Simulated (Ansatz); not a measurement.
**Sc2C monolayer: phonons and vibrational spectra**

Aim: the phonons of Sc2C monolayer at a cell relaxed beforehand at this level. After the zone centre comes a 6×6×1 q mesh on a 18×18×1 k mesh.

Program: Ansatz 0.2.0. Level of theory: DFT PBEsol, scalar-relativistic, plane waves, PAW; PAW set soft_1. Results are calculated unless marked as measured.

**1. Starting point**

The cell holds 3 atoms: 1 C and 2 Sc. Its edges and angles: a = 3.277 Å, b = 3.277 Å, c = 28.600 Å, α = 90.0°, β = 90.0°, γ = 120.0°. It derives from Sc2C. Vacuum lies along c.

**2. Modes at Γ**

The cell comes from relaxations at this level that are not shown. The zone centre comes first: it holds the modes that light can see, as far as symmetry allows. No field response is asked, since the mesh shows no gap.

Input file input.yaml:

```yaml
crystal:
  lattice:
    - [3.2768839963, 0.0, 0.0]
    - [-1.6384419982, 2.8378647861, 0.0]
    - [0.0, 0.0, 28.6]
  atoms:
    - { symbol: C, position: [0.0, 0.0, 0.3496503497] }
    - { symbol: Sc, position: [0.3333333333, 0.6666666667, 0.3918216957] }
    - { symbol: Sc, position: [0.6666666667, 0.3333333333, 0.3074790037] }
  periodic: [true, true, false]
kpoints:
  mp_grid: { grid: [18, 18, 1] }
hamiltonian:
  xc: pbesol
  pseudopotentials: { kind: paw, azcp: { folder: soft_1 }, xc_functional: pbe }
scf:
  occupations: { method: methfessel_paxton, width: 0.2 }
output:
  eigenvalues: true
phonons:
  method: dfpt
```

The run is started by

```
> ansatz run input.yaml --threads 8 --pin off --max-ram 16384MiB --backend cpu --events-out ev --progress --plain --runs-dir out
```

Numbers of over 12 decimals in the logs are rounded to 6 here.

Output:

```text
Warning: crystal.symmetry: narrowed to the stabiliser of the run's FFT grids — unitary ops 12 → 6. A phonons.method: dfpt run fills in the rows of the dynamical matrix that it does not solve by its symmetry operations, which is exact only for operations that map its FFT grids onto themselves: filled in by any other, the frequencies could depend on the order in which like atoms are typed, or, by more than the grids' own error, on where the crystal sits among the grids' points. Excluded: 6 operations. The run can therefore solve more perturbations, solve them on more k-points, or both, and cost more. [rest of the remark cut]
Engine: ansatz 0.2.0, aarch64-unknown-linux-gnu
Pseudopotentials: kind: paw
Pseudopotential: C, paw, valence charge 4, recommended cutoff 420 eV (normal), soft_1/C.paw.azcp
Pseudopotential: Sc, paw, valence charge 11, recommended cutoff 420 eV (normal), soft_1/Sc.paw.azcp
Functional definition: PBEsol
  exchange = pbesol_x
  correlation = pbesol_c
Crystal: 3 atoms, lattice volume = 265.962 Å³
Basis set: ecut = 420 eV, 5303 PW (Γ), exchange–correlation on 48×48×384 points (8 copies of the dense FFT grid, shifted against one another)
Bands: 17, of which v1, the nominal top of the filled ones, is band 13 counted from 1 (12 counted from 0)
Symmetry: 12 space group operations
k-points: 91 of 324 (irreducible under 2 space group operations, time reversal used)
Non-local potential: C, projectors of the file, l = 0: 2, l = 1: 2, l = 2: 1
Non-local potential: Sc, projectors of the file, l = 0: 3, l = 1: 2, l = 2: 3, l = 3: 1
PAW form: soft (Blöchl's): semilocal exchange-correlation on the pseudo side does not see the compensation charge
PAW frozen core: C, regenerated for the run's functional, and the local potential with it (the file was generated under x = pbe(κ = 0.804, μ = 0.219515), c = pbe(β = 0.066725))
PAW frozen core: Sc, regenerated for the run's functional, and the local potential with it (the file was generated under x = pbe(κ = 0.804, μ = 0.219515), c = pbe(β = 0.066725))
PAW one-centre angular grid: C, 110 points (default); XC on 64 Gauss nodes
PAW one-centre angular grid: Sc, 590 points (default); XC on 64 Gauss nodes
Initial density: superposition of atomic densities (neutral atoms: chi_scale 0, normalization atom)
Initial wavefunctions: pseudopotential atomic-orbital guess
Functional: x = pbesol(κ = 0.804, μ = 0.123457), c = pbesol(β = 0.046)
SCF iter   1: F=—  HF=-4476.577324 eV  |F-HF|=—  |Δ(HF+E_count)|=         —  Δρ=5.65e-2  dr2=3.06e1  ethr=3.10e-3  ⟨swp⟩=9.9  Hψ=25260  notcnv=0
automatic band count: the SCF goes on with 21 bands, as 17 were too few: they end inside the smearing window of the response
preconditioner: auto → LDOS  [metal: Δε(μ)=0.125 eV  Ē_g=7.050 eV  σ=0.200 eV  W_gap=0.48  n_scr=16 (ndim 8)  ℏωp=6.4 eV  f_vac=0.722  D(μ)=1.10/eV (n_scr^D=6)  β→1.0]
SCF iter   2: F=—  HF=-4478.844803 eV  |F-HF|=—  |Δ(HF+E_count)|=    2.27e0  S|Δr|=    0.00e0  Δρ=8.88e-2  dr2=7.28e1  ethr=3.10e-3  ⟨swp⟩=5.7  Hψ=6576  notcnv=0  defer=110  recentre
SCF iter   3: F=—  HF=-4470.264996 eV  |F-HF|=—  |Δ(HF+E_count)|=    8.58e0  S|Δr|=    0.00e0  Δρ=1.38e-2  dr2=3.88e0  ethr=3.10e-3  ⟨swp⟩=5.2  Hψ=6749  notcnv=0  defer=128
SCF iter   4: F=—  HF=-4469.808023 eV  |F-HF|=—  |Δ(HF+E_count)|=   4.57e-1  S|Δr|=    0.00e0  Δρ=8.91e-3  dr2=1.22e0  ethr=3.10e-3  ⟨swp⟩=2.0  Hψ=3229  notcnv=0  defer=128
SCF iter   5: F=—  HF=-4469.622963 eV  |F-HF|=—  |Δ(HF+E_count)|=   1.85e-1  S|Δr|=    0.00e0  Δρ=1.81e-3  dr2=3.16e-2  ethr=3.10e-3  ⟨swp⟩=2.4  Hψ=3459  notcnv=0  defer=128
SCF iter   6: F=—  HF=-4469.620493 eV  |F-HF|=—  |Δ(HF+E_count)|=   2.47e-3  S|Δr|=    0.00e0  Δρ=6.02e-4  dr2=2.32e-3  ethr=1.22e-4  ⟨swp⟩=3.0  Hψ=2738  notcnv=0  defer=128
SCF iter   7: F=—  HF=-4469.621086 eV  |F-HF|=—  |Δ(HF+E_count)|=   5.93e-4  S|Δr|=    0.00e0  Δρ=5.03e-4  dr2=4.25e-3  ethr=8.90e-6  ⟨swp⟩=3.4  Hψ=3397  notcnv=0  defer=128
SCF iter   8: F=—  HF=-4469.620455 eV  |F-HF|=—  |Δ(HF+E_count)|=   6.31e-4  S|Δr|=    0.00e0  Δρ=8.58e-5  dr2=4.04e-5  ethr=8.90e-6  ⟨swp⟩=2.2  Hψ=2514  notcnv=0  defer=128
SCF iter   9: F=—  HF=-4469.620452 eV  |F-HF|=—  |Δ(HF+E_count)|=   3.53e-6  S|Δr|=    0.00e0  Δρ=3.41e-5  dr2=2.52e-5  ethr=1.56e-7  ⟨swp⟩=3.8  Hψ=3823  notcnv=0  defer=128
SCF iter  10: F=—  HF=-4469.620453 eV  |F-HF|=—  |Δ(HF+E_count)|=   9.67e-7  S|Δr|=    0.00e0  Δρ=1.78e-5  dr2=5.96e-6  ethr=9.70e-8  ⟨swp⟩=1.4  Hψ=1894  notcnv=0  defer=128
SCF iter  11: F=—  HF=-4469.620451 eV  |F-HF|=—  |Δ(HF+E_count)|=   1.41e-6  S|Δr|=    0.00e0  Δρ=3.80e-6  dr2=1.34e-7  ethr=2.29e-8  ⟨swp⟩=2.4  Hψ=2353  notcnv=0  defer=128
SCF iter  12: F=—  HF=-4469.620453 eV  |F-HF|=—  |Δ(HF+E_count)|=   1.23e-6  S|Δr|=    0.00e0  Δρ=2.53e-6  dr2=3.63e-8  ethr=5.14e-10  ⟨swp⟩=3.4  Hψ=3487  notcnv=0  defer=128
SCF iter  13: F=—  HF=-4469.620453 eV  |F-HF|=—  |Δ(HF+E_count)|=   1.43e-9  S|Δr|=    0.00e0  Δρ=3.79e-7  dr2=8.88e-10  ethr=1.39e-10  ⟨swp⟩=2.6  Hψ=2516  notcnv=0  defer=128
SCF iter  14: F=—  HF=-4469.620453 eV  |F-HF|=—  |Δ(HF+E_count)|=   1.40e-9  S|Δr|=    0.00e0  Δρ=1.52e-7  dr2=8.65e-11  ethr=3.41e-12  ⟨swp⟩=3.1  Hψ=3294  notcnv=0  defer=128
SCF iter  15: F=—  HF=-4469.620453 eV  |F-HF|=—  |Δ(HF+E_count)|=  3.22e-10  S|Δr|=    0.00e0  Δρ=5.40e-8  dr2=1.58e-11  ethr=1.00e-12  ⟨swp⟩=2.2  Hψ=2274  notcnv=0  defer=128
SCF iter  16: F=-4469.620453 eV  HF=-4469.620453 eV  |F-HF|=1.36e-11  |Δ(HF+E_count)|=  1.87e-10  S|Δr|=    0.00e0  Δρ=7.37e-9  dr2=1.00e-13  ethr=1.00e-12  ⟨swp⟩=19.8  Hψ=14984  notcnv=0
SCF 1 converged in 16 iterations: F = -4469.620453 eV  dr2 = 1.00e-13
  greatest PAW one-centre occupation: 0.998 electrons in one spin orbital (limit 2), on the Sc atom at site 2 (counted from 0), in its partial waves of l = 0
DFPT response loops at Γ: preconditioner auto → none (partly filled bands, converged f_vac=0.720); β = 0.50; Broyden in place of MSR1
SCF converged after 16 iterations
Stability not checked: this state was not tested for a lower state beside it, because cold or Methfessel-Paxton smearing, or corrected tetrahedra, fill the levels in a way that the test cannot read (fill_not_monotonic; see scf.lower_state_search)
Free energy (F): -4469.620453 eV
Harris-Foulkes:  -4469.620453 eV  (|F-HF|=1.36e-11)
Internal energy: -4469.625728 eV  (E = F + TS)
E sigma→0 (E₀):  -4469.621771 eV
Entropy (-TS):   0.005276 eV (1.759 meV/atom)
Fermi energy:    -4.152705 eV
--- Per-component energies (eV) ---
  E_band       = -670.835268
  E_kinetic    = 502.292891
  E_local      = -39556.682362  (includes V_loc(G=0)·N_el)
  E_nonlocal   = 310.264840
  E_hartree    = 19346.626287
  E_xc         = -216.890325
  E_vxc        = -267.993316  (∫ρ·V_xc dr)
  E_paw        = -2029.434574  (= ΣΔE_a)
  E_vpaw       = -351.970005  (= ΣTr[D̂ρ^β])
  E_aug_tail   = 0.000098  (compensation charges beyond the density's cutoff)
  E_ewald      = 17173.918266
  E_core_change = 0.279151  (= ΣΔE_core)
  E_smearing   = 0.005276  (= −TS)
  E_closure    = -0.000000  (closes the sum)
  Σ components = -4469.620453   (vs F -4469.620453, Δ=0.00e0)
--- Band table (eV; the first three rows and the last of 91) ---
  k-point 0: bands = [... 9 lower, -8.5848, -5.8250, -5.8250, -5.2160, -4.4954, -2.7832, -2.5263, -2.5263, ... 4 higher]
  k-point 1: bands = [... 9 lower, -8.5218, -5.9887, -5.8162, -5.0891, -4.4777, -2.7671, -2.6168, -2.4848, ... 4 higher]
  k-point 2: bands = [... 9 lower, -8.3387, -6.3095, -5.7940, -4.8722, -4.4203, -2.8992, -2.6902, -2.3665, ... 4 higher]
  k-point 90: bands = [... 9 lower, -7.4793, -6.5588, -6.3439, -4.0860, -3.7882, -3.2738, -2.5881, -1.4672, ... 4 higher]
  ° read free of the cell's end (the report's vacuum.weakly_bound_levels)
--- Phonons (Γ-DFPT): 6 representative perturbations + reference, on 91 of 324 k-points (Σ response iterations 32) ---
  ASR residual: 1.214e-5 → 0.000e0 eV/Å²; symmetrization residual: 1.012e-5 eV/Å²
  The last average, over the group as it would stand without the narrowing to the FFT grids, took up to 3.264e-7 eV/Å² of the zone centre's force constants
  ASR residual per site (eV/Å²): 1.21e-5 3.54e-6 3.00e-6
  Γ frequencies (cm⁻¹): 0.00 0.00 0.00 215.99 215.99 296.17 297.52 494.70 494.70
  non-analytic LO–TO correction: not included (Born effective charges unavailable; polar crystals: no LO–TO splitting at Γ)
```

It took 51 s on 8 threads of Arm Neoverse V2, shared host; peak memory 2 GiB; 6.2 min of CPU time.

This step gave:

```yaml
gap_on_the_k_mesh: 0 eV
sum_rule_residual_before_enforcement: 1.21e-5 eV/Å²
point_group: -3m
area_per_atom: 3.1 Å²
highest_optical_mode_at_the_zone_centre_no_lo_to_term: 494.7 cm⁻¹
lowest_optical_zone_centre_mode: 216.0 cm⁻¹
```

Patterns of degenerate modes are one choice out of their space. The modes at Γ (shares of kinetic energy by element, %):

```csv
mode,frequency (cm⁻¹),symmetry,C %,Sc %
1,0.0,acoustic,12,88
2,0.0,acoustic,12,88
3,0.0,acoustic,12,88
4,216.0,Eg,0,100
5,216.0,Eg,0,100
6,296.2,A2u,88,12
7,297.5,A1g,0,100
8,494.7,Eu,88,12
9,494.7,Eu,88,12
```

Displacements in mode 5 (216.0 cm⁻¹), the largest set to 1:
```
C1   0.00  0.00  0.00
Sc2  0.00 -1.00  0.00
Sc3  0.00  1.00  0.00
```

Displacements in mode 6 (296.2 cm⁻¹), the largest set to 1:
```
C1   0.00  0.00  1.00
Sc2  0.00  0.00 -0.13
Sc3  0.00  0.00 -0.13
```

Before it was imposed, the acoustic sum rule was missed by 1.2e-5 eV/Å². Small misses are needed for a sound result but don't prove that mesh and cutoff are converged. The lowest optical mode is real, 216 cm⁻¹.

**3. The dispersion**

Stability and thermal properties need the whole zone. Linear response on a 6×6×1 q mesh gives force constants as far as a supercell of that size would.

input.yaml, as its differences from that of step 2:

```diff
@@ -21 +21,10 @@
   method: dfpt
+  qmesh: [6, 6, 1]
+  temperatures: { t_max: 1000, t_step: 50 }
+  qpath:
+    path:
+      - [0.0, 0.0, 0.0]
+      - [0.5, 0.0, 0.0]
+      - [0.33333333, 0.33333333, 0.0]
+      - [0.0, 0.0, 0.0]
+    npoints: 10
```

Output:

```text
[...]
Crystal: 3 atoms, lattice volume = 265.962 Å³
Basis set: ecut = 420 eV, 5303 PW (Γ), exchange–correlation on 48×48×384 points (8 copies of the dense FFT grid, shifted against one another)
Bands: 17, of which v1, the nominal top of the filled ones, is band 13 counted from 1 (12 counted from 0)
Symmetry: 12 space group operations
k-points: 37 of 324 (irreducible under 6 space group operations, time reversal used)
[...]
SCF iter   1: F=—  HF=-4476.576836 eV  |F-HF|=—  |Δ(HF+E_count)|=         —  Δρ=5.65e-2  dr2=3.06e1  ethr=3.10e-3  ⟨swp⟩=10.1  Hψ=10241  notcnv=0
[...]
SCF iter  16: F=-4469.620453 eV  HF=-4469.620453 eV  |F-HF|=2.82e-11  |Δ(HF+E_count)|=  3.63e-10  S|Δr|=    0.00e0  Δρ=1.19e-8  dr2=3.27e-13  ethr=1.00e-12  ⟨swp⟩=19.8  Hψ=6093  notcnv=0
SCF 1 converged in 16 iterations: F = -4469.620453 eV  dr2 = 3.27e-13
[...]
phonons: the bands overlap, so this run is a metal and interpolates without the dipole-dipole term. If the crystal is really an insulator or semiconductor, its LO-TO splitting is missing
NSCF: frozen V_eff on 37 k-points
WARN: eigensolver did not converge in 7 slots of this pass, the one above among them; of largest residual over every band (k=32): 1 band(s) unlocked (lowest unlocked band 20, counted from 0; max residual 5.67e-4 eV among the unlocked bands, 5.67e-4 eV over every band); of lowest unlocked band (k=27): band 20
[...]
DFPT response loops at q = (0, 0, 0) (fractional): preconditioner auto → none (partly filled bands, converged f_vac=0.720); β = 0.50; Broyden in place of MSR1
[...]
SCF converged after 16 iterations
[...]
Free energy (F): -4469.620453 eV
[...]
Internal energy: -4469.625728 eV  (E = F + TS)
E sigma→0 (E₀):  -4469.621771 eV
Entropy (-TS):   0.005276 eV (1.759 meV/atom)
Fermi energy:    -4.152705 eV
[...]
--- Band table (eV; the first three rows and the last of 37) ---
  k-point 0: bands = [... 9 lower, -8.5848, -5.8250, -5.8250, -5.2160, -4.4954, -2.7832, -2.5263, -2.5263, ... 4 higher]
  k-point 1: bands = [... 9 lower, -8.5218, -5.9887, -5.8162, -5.0891, -4.4777, -2.7671, -2.6168, -2.4848, ... 4 higher]
  k-point 2: bands = [... 9 lower, -8.3387, -6.3095, -5.7940, -4.8722, -4.4203, -2.8992, -2.6902, -2.3665, ... 4 higher]
  k-point 36: bands = [... 9 lower, -7.0782, -7.0782, -6.2345, -3.6143, -3.6143, -3.5374, -2.3188, -1.2663, ... 4 higher]
  ° read free of the cell's end (the report's vacuum.weakly_bound_levels)
--- Phonons (Γ-DFPT): 6 representative perturbations + reference (Σ response iterations 26) ---
  ASR residual: 1.372e-5 → 0.000e0 eV/Å²; symmetrization residual: 1.821e-6 eV/Å²
[...]
ASR residual per site (eV/Å²): 6.38e-6 1.08e-5 1.37e-5
  Γ frequencies (cm⁻¹): 0.00 0.00 0.00 215.99 215.99 296.17 297.52 494.70 494.70
--- Phonons (arbitrary-q DFPT): 7 irreducible q on the 6×6×1 mesh ---
  q = [0.0000, 0.0000, 0.0000] (star 1, of the zone-centre solve; hermiticity 3.82e-7, symmetrization 5.77e-11, taken by the last average 8.45e-8): -0.00 -0.00 0.00 215.99 215.99 296.17 297.52 494.70 494.70
  q = [0.0000, 0.1667, 0.0000] (star 6, 9 solved perturbations on 171 of 324 k-point pairs; hermiticity 2.50e-7, symmetrization 2.96e-10, taken by the last average 1.93e-7): 41.31 89.90 128.56 218.11 221.54 294.00 378.90 488.98 496.27
[...]
q = [0.1667, 0.1667, 0.0000] (star 6, 6 solved perturbations in 1485 linear systems a pass and spin channel, the states on 324 of 324 k-point pairs; hermiticity 4.29e-7, symmetrization 1.28e-10, taken by the last average 1.48e-7): 98.39 152.85 173.24 221.20 230.53 296.64 414.15 491.40 516.96
[...]
sum rule: each row above includes the acoustic sum rule's correction from the zone centre's row sums; it moved no ω² by more than (0.38 cm⁻¹)²
  mesh force constants: q→R imaginary residual 1.47e-18; ASR residual 1.372e-5 → 0.000e0 eV/Å²; symmetrization residual 8.882e-15 eV/Å²
  interpolated dispersion: 31 rows × 9 modes
  density of states and harmonic sums: on the 24×24×1 q-mesh, interpolated from the force constants of a 6×6×1 supercell (no non-analytic term)
  largest difference from the sums on the solved wave vectors: F 2.48e-2 eV, S 3.16e-5 and C_V 6.73e-6 eV/K
  zero-point energy: 0.164030 eV/cell   skipped modes (ω ≤ 0): 3   left out of the sums: 5.79e-4 of the cell's modes: C_V's classical limit lies that fraction below 3 k_B per atom; for a crystal, a wire or a layer, F and S can be off by more, and a phonons.interpolated_qmesh denser along its periods is the remedy for the sampling
```

Wall time 10 min (8 threads); peak memory 3.8 GiB.

Numbers from this step:

| Item | Value |
| --- | --- |
| sum-rule residual before enforcement | 1.37e-5 eV/Å² |
| lowest frequency on the path | 0 cm⁻¹ |
| highest frequency on the path or at a solved wavevector | 571.8 cm⁻¹ |
| mean frequency | 294.1 cm⁻¹ |
| lowest mode on the q mesh (acoustic modes at Γ apart) | 41.31 cm⁻¹ |
| zero-point energy per atom | 54.68 meV |
| heat capacity at 300 K | 20.73 J/(mol atoms K) |
| vibrational entropy at 300 K | 22.30 J/(mol atoms K) |
| edges of the widest gap between branches, on path and mesh | 428, 486 cm⁻¹ |

Frequencies (cm⁻¹) solved at each irreducible wavevector; negative means imaginary. Frequencies by wavevector, by row:

```csv
q in reciprocal lattice units,star,mode 1,mode 2,mode 3,mode 4,mode 5,mode 6,mode 7,mode 8,mode 9
0 0 0,1,0,0,0,216,216,296.2,297.5,494.7,494.7
0 0.1667 0,6,41.3,89.9,128.6,218.1,221.5,294,378.9,489,496.3
0 0.3333 0,6,121.9,159.2,179.5,215.5,234.5,298.2,427.1,486.4,537.1
0 -0.5 0,3,156.8,197.5,202.3,211.3,258.8,278.3,423.8,489.9,571.8
0.1667 0.1667 0,6,98.4,152.8,173.2,221.2,230.5,296.6,414.1,491.4,517
0.1667 0.3333 0,12,159.2,197,203.7,222.1,242.2,286.8,425.8,499.5,550.4
0.3333 0.3333 0,2,190.7,213.5,213.5,237.6,237.6,282.3,415.4,529.6,529.6
```

(Part 1 of 2 ends here.)

[Logs are printed without paths, hosts, clocks, repeated set-up lines and the standing remarks that a program may print on its own settings, such as how far it seeks lower states.]

[Hosts, paths, dates, database ids (printed as entryN), source tags and the programs' standing remarks are cut or masked in the printed files.]
